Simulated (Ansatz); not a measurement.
# NaVSe3 (model cell, started as cubic perovskite with V in the octahedra): a soft mode frozen in

Aim: this structure of NaVSe3 (model cell, started as cubic perovskite with V in the octahedra) is to be tested for unstable modes, and one is followed downhill.

Calculated with Ansatz 0.2.0; DFT PBE, scalar-relativistic, plane waves, PAW.

Report form: the programs' logs are mostly left out.

The structure was built from a prototype and need not be the compound's stable phase.

## Step 1: The starting structure

Symmetry: Pm-3m, No. 221, cubic system. Conventional cell: a = 4.899 Å, b = 4.899 Å, c = 4.899 Å, α = 90.00°, β = 90.00°, γ = 90.00°. Nearest to Na lie 12 Se at 3.46 Å. V has 6 Se at 2.45 Å nearest. Nearest to Se lie 2 V at 2.45 Å and 4 Na at 3.46 Å. Farther neighbours and most contacts between anions are not listed.

Structure file:

```cif
data_structure
_symmetry_space_group_name_H-M 'P 1'
_symmetry_Int_Tables_number 1
_cell_length_a 4.8990
_cell_length_b 4.8990
_cell_length_c 4.8990
_cell_angle_alpha 90.000
_cell_angle_beta 90.000
_cell_angle_gamma 90.000
_cell_volume 117.58
loop_
_atom_site_label
_atom_site_type_symbol
_atom_site_fract_x
_atom_site_fract_y
_atom_site_fract_z
_atom_site_occupancy
Na1 Na 0.00000 0.00000 0.00000 1
V2 V 0.50000 0.50000 0.50000 1
Se3 Se 0.50000 0.50000 0.00000 1
Se4 Se 0.50000 0.00000 0.50000 1
Se5 Se 0.00000 0.50000 0.50000 1
```

## Step 2: Phonons on a q mesh

The cell comes from relaxations at this level that are not shown. Stability and thermal properties need the whole zone. Linear response on a 2×2×2 q mesh gives force constants as far as a supercell of that size would.

input.yaml reads:

```yaml
crystal:
  lattice:
    - [4.8990130555, 0.0, 0.0]
    - [0.0, 4.8990130555, 0.0]
    - [0.0, 0.0, 4.8990130555]
  atoms:
    - { symbol: Na, position: [0.0, 0.0, 0.0] }
    - { symbol: V, position: [0.5, 0.5, 0.5] }
    - { symbol: Se, position: [0.5, 0.5, 0.0] }
    - { symbol: Se, position: [0.5, 0.0, 0.5] }
    - { symbol: Se, position: [0.0, 0.5, 0.5] }
kpoints:
  mp_grid: { grid: [6, 6, 6] }
hamiltonian:
  xc: pbe
scf:
  occupations: { method: methfessel_paxton, width: 0.15 }
output:
  eigenvalues: true
phonons:
  method: dfpt
  qmesh: [2, 2, 2]
  temperatures: { t_max: 1000, t_step: 50 }
  qpath:
    path:
      - [[0.0, 0.0, 0.0], [0.0, 0.5, 0.0], [0.5, 0.5, 0.0], [0.0, 0.0, 0.0], [0.5, 0.5, 0.5], [0.0, 0.5, 0.0]]
      - [[0.5, 0.5, 0.5], [0.5, 0.5, 0.0]]
    npoints: 10
```

The run is started by

```
$ ansatz run input.yaml --threads 8 --pin off --max-ram 14336MiB --backend cpu --events-out ev --progress --plain --runs-dir out
```

Run time: 6.6 min. Hardware: 8 threads of Arm Neoverse N1, shared host; peak memory 1.4 GiB.

This run has no spin polarisation, although V can carry a moment.

Numbers from this step:

| Property | Result |
| --- | --- |
| volume per atom | 23.52 Å³ |
| gap on the k-mesh | 0 eV |
| sum-rule residual before enforcement | 3.77e-5 eV/Å² |
| lowest frequency on the path | -146.4 cm⁻¹ |
| point group | m-3m |
| highest frequency on the path or at a solved wavevector | 249.6 cm⁻¹ |
| highest optical mode at the zone centre (no LO-TO term) | 198.5 cm⁻¹ |
| lowest optical zone-centre mode | -143.7 cm⁻¹ |
| lowest mode on the q mesh (acoustic modes at Γ apart) | -146.4 cm⁻¹ |

Frequencies (cm⁻¹) solved at each irreducible wavevector; negative means imaginary. Frequencies by wavevector, by row:

```csv
q in reciprocal lattice units,star,mode 1,mode 2,mode 3,mode 4,mode 13,mode 14,mode 15
0 0 0,1,-143.7,-143.7,-143.7,-27,198.5,198.5,198.5
0 0 -0.5,3,-128.8,-128.8,-11.3,-11.3,190.1,190.1,204.6
0 -0.5 -0.5,3,-107.2,-69.5,-61.6,-50,129.7,180.9,227.8
-0.5 -0.5 -0.5,1,-146.4,-146.4,-60.7,-60.7,122.2,122.2,249.2
```

Interpolated from a 2×2×2 q mesh. The phonon branches at the labelled points (cm⁻¹):

```csv
point,branch 1,branch 2,branch 3,branch 4,branch 12,branch 13,branch 14,branch 15
Γ,-144,-144,-144,-27,34,198,198,198
halfway,-136,-136,-90,-14,73,195,195,201
X,-129,-129,-11,-11,110,190,190,205
halfway,-117,-84,-45,-39,122,128,186,226
M,-107,-70,-62,-50,130,130,181,228
halfway,-126,-88,-85,-43,96,158,191,220
Γ,-144,-144,-144,-27,34,198,198,198
halfway,-77,-77,-77,-49,105,146,146,238
R,-146,-146,-61,-61,122,122,122,249
halfway,-80,-66,-56,-46,116,125,129,244
X,-129,-129,-11,-11,110,190,190,205
jump to R,-146,-146,-61,-61,122,122,122,249
halfway,-115,-81,-61,-43,122,126,126,248
M,-107,-70,-62,-50,130,130,181,228
```

Symmetry leaves 4 wavevectors to solve. The lowest mode among them, the acoustic zeros apart, lies at q = (-0.5, -0.5, -0.5) and is imaginary, 146.4i cm⁻¹, so the energy falls along it.

## Step 3: The mode frozen in, largest atomic shift 0 Å

The mode followed lies at Γ with frequency 143.7i cm⁻¹ and is 3-fold degenerate, one of the unstable modes though not the softest. At small amplitude the distorted cell has space group no. 99 by a symmetry search on the positions. The undistorted cell that holds it gives the zero of energy on the same k mesh.

input.yaml, the sections that differ from step 2:

```yaml
output:
  forces: true
  stress: true
  eigenvalues: true
# crystal, kpoints, hamiltonian, scf: as in step 2
# phonons: removed
```

The job ended after 1.8 s (8 threads; peak memory 0.58 GiB).

This step gave:

```
pressure                         : -0.001436 GPa
energy from the undistorted cell : 0 meV/atom
```

The run ends at a pressure of 0.00 GPa.

## Step 4: The mode frozen in, largest atomic shift 0.32 Å

The atoms are moved along the unstable eigenvector, the largest shift by 0.32 Å, with the cell fixed.

input.yaml, the sections that differ from step 3:

```yaml
crystal:
  lattice:
    - [4.8990130555, 0.0, 0.0]
    - [0.0, 4.8990130555, 0.0]
    - [0.0, 0.0, 4.8990130555]
  atoms:
    - { symbol: Na, position: [0.0, 0.0011609608, 0.0] }
    - { symbol: V, position: [0.5, 0.4346807211, 0.5] }
    - { symbol: Se, position: [0.5, 0.5217058985, 0.0] }
    - { symbol: Se, position: [0.5, -0.001614532, 0.5] }
    - { symbol: Se, position: [0.0, 0.5217058985, 0.5] }
# kpoints, hamiltonian, scf, output: as in step 3
```

Elapsed: 4.6 s, on 8 threads; peak memory 0.57 GiB; 32 s of CPU time.

This step gave:

| Property | Result |
| --- | --- |
| pressure | 1.727 GPa |
| energy from the undistorted cell | -31.14 meV/atom |

The energy, extrapolated to zero smearing, is -31.14 meV/atom against the undistorted cell.

The run ends at a pressure of 1.73 GPa, with forces up to 1.4 eV/Å.

## Step 5: Energy along the mode, all amplitudes (two of the runs are shown above)

An imaginary frequency means negative curvature, so the energy should fall and then rise again as anharmonic terms take over.

This step gave:

```yaml
depth_at_the_lowest_point_sampled: 31.14 meV/atom
largest_atomic_shift_at_that_point: 0.32 Å
```

The energy from the parent by largest atomic shift:

```csv
largest atomic shift (Å),energy from the parent (meV/atom)
0.000,0
0.040,-0.795
0.080,-3.30
0.140,-10.6
0.220,-25.5
0.320,-31.1
0.450,9.89
```

Displacement at unit largest shift by atom:

```csv
atom,x (Å),y (Å),z (Å),size
Na1,0.00,0.02,0.00,0.02
V2,0.00,-1.00,0.00,1.00
Se3,0.00,0.33,0.00,0.33
Se4,0.00,-0.03,0.00,0.03
Se5,0.00,0.33,0.00,0.33
```

The lowest of the steps tried is at 0.32 Å, 31.1 meV/atom below the parent; the bottom of the well need not coincide with a step.

## Step 6: Relaxing from the distorted cell

Starting from the lowest point found, all atoms and the cell are let go, so that strain and other modes of the same symmetry can join in.

Edit input.yaml of step 4 so:

```diff
@@ -21 +21,10 @@
   eigenvalues: true
+  write_density: true
+  write_potential: true
+  elf: true
+  volumetric_format: npy
+relax:
+  adjacent_minimum: "off"
+  f_tol: 0.002
+  max_steps: 120
+  cell: { stress_tol: 0.03 }
```

Wall time 3.2 min (8 threads); peak memory 0.68 GiB; 24 min of CPU time.

Step by step (22 of 28):

```csv
step,energy less that of the first step (eV),largest force component (eV/Å),pressure (GPa),volume (Å³)
1,0.0000,1.3766,1.73,117.58
2,-0.1211,0.5982,0.00,117.82
4,-0.2437,0.3879,0.41,120.65
5,-0.2964,0.6833,0.53,122.63
6,-0.3382,0.0633,0.00,124.55
7,-0.3393,0.0242,-0.17,124.95
9,-0.3426,0.0440,0.22,124.23
10,-0.3466,0.0656,0.30,124.35
11,-0.3518,0.0899,0.39,124.44
13,-0.3563,0.1161,-0.45,126.54
14,-0.3606,0.0055,0.04,126.06
15,-0.3606,0.0030,0.00,126.07
16,-0.3606,0.0021,0.00,126.09
18*,-0.3932,0.0022,0.42,126.08
19,-0.4102,0.0486,0.25,128.46
20,-0.4253,0.1153,0.18,131.94
22,-0.4279,0.0017,0.02,134.86
23*,-0.4300,0.0023,0.03,134.86
24,-0.4301,0.0059,0.01,135.49
25,-0.4289,0.1857,-0.23,135.95
27,-0.4301,0.0018,0.00,136.00
28*,-0.4302,0.0018,0.00,136.00
```

Relaxation steps marked * repeat the geometry before them on a plane-wave basis chosen anew for their cell, so energy and pressure can jump there. Other such steps can lie between the rows shown. Relaxation steps 13, 25 were tried and not accepted.

The run keeps the 8 symmetry operations that it works with, so distortions that break them were not tested.

```csv
cell as run,before,after,change
a (Å),4.899,4.585,-6.4 %
b (Å),4.899,6.468,+32.0 %
c (Å),4.899,4.585,-6.4 %
volume (Å³/atom),23.52,27.20,+15.7 %
```

The atoms that moved most (Å, as changes of fractional coordinates times the final cell):

```csv
atom,dx,dy,dz,length
Na1,0.000,0.778,0.000,0.778
V2,0.000,-0.474,0.000,0.474
Se3,0.000,-0.208,0.000,0.208
Se5,0.000,-0.208,0.000,0.208
Se4,0.000,0.112,0.000,0.112
```

Final coordinates:

```xyz
5
Lattice="4.5855 0.0000 0.0000 0.0000 6.4681 0.0000 0.0000 0.0000 4.5855" Properties=species:S:1:pos:R:3 pbc="T T T"
Na    0.0000    0.7853    0.0000
V     2.2927    2.3374    2.2927
Se    2.2927    3.1669    0.0000
Se    2.2927    0.1011    2.2927
Se    0.0000    3.1669    2.2927
```

Numbers from this step:

```yaml
pressure: 4.28e-4 GPa
volume_per_atom: 27.20 Å³
```

Electrostatic potential energy in the bc plane at fractional x = 0.500, with atoms of V and Se within 0.2 Å of it. With pseudopotentials it is smooth inside the atoms' cores, unlike the true potential.

Ten even steps from '0' (-25 eV) to '9' (10 eV), each cell a mean:
```
999999535644899999
999999743347999999
889998776679999998
457875336789999975
544640002689999843
653520100589999735
653630000589999734
335762014789999863
678987667789999987
999998864468999999
999999634436999999
999998546644899999
```
Columns run along b (6.5 Å; values clipped at the 3rd and 97th percentile), rows up along c (4.6 Å). Atoms in or near the plane, at fractional coordinates: V at (0.36, 0.50), Se at (0.49, 0.00), Se at (0.02, 0.50).

ELF in the bc plane at fractional x = 0.500, with atoms of V and Se within 0.2 Å of it. It is the smooth field of the valence electrons, not physical close to the nuclei.

Ten even steps from '0' (0.02) to '9' (0.86), each cell a mean:
```
000037884489951000
543125898899720035
887412467876300378
988621332332002799
678725874100005898
148647887100016996
358737885100005997
888623542111003899
988511235664101589
765223788888510157
221126887699840012
000037872279961000
```
Columns run along b (6.5 Å), rows up along c (4.6 Å). Atoms in or near the plane, at fractional coordinates: V at (0.36, 0.50), Se at (0.49, 0.00), Se at (0.02, 0.50).

Valence density in the bc plane at fractional x = 0.500, with atoms of V and Se within 0.2 Å of it. It is the smooth field of the valence electrons, not physical close to the nuclei.

Values in e/Å³, 7 rows by 16 columns, each cell a mean:
```
 0  0  0  0  0  0  2  8  9  2  0  0  0  0  0  0
 0  0  0  0  0  0  1  1  1  0  0  0  0  0  0  0
 7  3  1  0  1  4  4  1  0  0  0  0  0  0  1  3
27  9  1  1  3 11 11  3  0  0  0  0  0  0  1  9
 2  1  0  0  1  2  2  1  0  0  0  0  0  0  0  1
 0  0  0  0  0  0  1  1  1  1  0  0  0  0  0  0
 0  0  0  0  0  0  2 15 18  3  1  0  0  0  0  0
```
Columns run along b (6.5 Å), rows up along c (4.6 Å). Atoms in or near the plane, at fractional coordinates: V at (0.36, 0.50), Se at (0.49, 0.00), Se at (0.02, 0.50).

The distorted start has space group P4mm; the relaxation ends in P4mm.

## Step 7: Modes of the new phase

A relaxed structure may still be a saddle point, so its zone-centre modes are computed. No field response is asked, since the mesh shows no gap.

input.yaml, the sections that differ from step 6:

```yaml
crystal:
  lattice:
    - [4.5854978898, 0.0, 0.0]
    - [0.0, 6.4681339403, 0.0]
    - [0.0, 0.0, 4.5854978898]
  atoms:
    - { symbol: Na, position: [0.0, 0.1214154959, 0.0] }
    - { symbol: V, position: [0.5, 0.3613716918, 0.5] }
    - { symbol: Se, position: [0.5, 0.4896137512, 0.0] }
    - { symbol: Se, position: [0.5, 0.0156242567, 0.5] }
    - { symbol: Se, position: [0.0, 0.4896137512, 0.5] }
output:
  eigenvalues: true
phonons:
  method: dfpt
# kpoints, hamiltonian, scf: as in step 6
# relax: removed
```

It took 1.7 min on 8 threads; peak memory 1.6 GiB; 13 min of CPU time.

This step gave:

* sum-rule residual before enforcement: 5.48e-5 eV/Å²
* point group: 4mm
* highest optical mode at the zone centre (no LO-TO term): 372.8 cm⁻¹
* lowest optical zone-centre mode: -89.86 cm⁻¹

Patterns of degenerate modes are one choice out of their space. The modes at Γ (shares of kinetic energy by element, %) (negative means imaginary):

```csv
mode,frequency (cm⁻¹),symmetry,Na %,V %,Se %
1,-89.9,E,0,28,72
2,-89.9,E,0,28,72
3,0.0,acoustic,7,16,76
4,0.0,acoustic,7,16,76
5,0.0,acoustic,7,16,76
6,80.3,B1,0,0,100
7,81.2,A1,92,3,5
8,88.2,E,79,0,20
9,88.2,E,79,0,20
10,89.0,E,13,21,67
11,89.0,E,13,21,67
12,143.3,A1,0,15,85
13,237.6,E,0,35,65
14,237.6,E,0,35,65
15,372.8,A1,0,66,34
```

Displacements in mode 1 (-89.9 cm⁻¹), the largest set to 1:
```
Na1 -0.12  0.00  0.00
V2  -0.82  0.00 -0.01
Se3  1.00  0.00  0.00
Se4 -0.37  0.00  0.00
Se5 -0.07  0.00  0.01
```

Displacements in mode 9 (88.2 cm⁻¹), the largest set to 1:
```
Na1  1.00  0.00  0.02
V2   0.04  0.00  0.00
Se3 -0.04  0.00  0.00
Se4 -0.27  0.00 -0.01
Se5  0.00  0.00  0.00
```

Before it was imposed, the acoustic sum rule was missed by 5.5e-5 eV/Å². Small misses are needed for a sound result but don't prove that mesh and cutoff are converged. The lowest optical mode is imaginary, 89.9i cm⁻¹, so the energy falls along it.

## Step 8: Results

| Property | Result |
| --- | --- |
| unstable mode of the parent | q = (0, 0, 0), 144i cm⁻¹ |
| depth at the lowest point sampled | 31.1 meV/atom |
| largest atomic shift at that point | 0.32 Å |
| space group reached (within 0.01 Å) | P4mm |
| energy gained over the parent (first relaxation, on the mesh of the frozen mode) | 117 meV/atom |
| volume per atom, phase reached | 27.2 Å³ |
| lowest optical zone-centre mode, phase reached | -89.9 cm⁻¹ |
| highest optical mode at the zone centre (no LO-TO term), phase reached | 373 cm⁻¹ |

**Reading.** Along this mode the structure falls into P4mm, 117 meV/atom below the parent. At the parent's cell the well is 31.14 meV/atom deep on the steps tried, with its lowest point at a shift of 0.32 Å. Relaxing atoms and cell changes the gain by +85.57 meV/atom against the lowest step (energies at zero smearing). Most of the total comes from this relaxation. The new phase still has an imaginary mode at the zone centre of its cell, so it is a saddle point on the way to a lower structure. Of the 8 patterns followed to their end from this parent, this one ends 32.6 meV/atom above the lowest, Amm2. Each path keeps the symmetry of its pattern, so a lower phase may lie along a pattern not tried. With no gap, or one that is small against the smearing, the frequencies hang on the k mesh and the smearing, most of all near Kohn anomalies. The phonon runs are without spin polarisation, although V often carries a moment. The volume moved by more than a tenth on the k mesh of the start, so the energy gain is rough. A phonon run warned that its eigensolver left some bands unconverged in a pass. The starting cell was built on a prototype and not taken from a measurement, so the phase need not exist.

[Logs are printed without paths, hosts, clocks, repeated set-up lines and the standing remarks that a program may print on its own settings, such as how far it seeks lower states.]

[Hosts, paths, dates, database ids (printed as entryN), source tags and the programs' standing remarks are cut or masked in the printed files.]
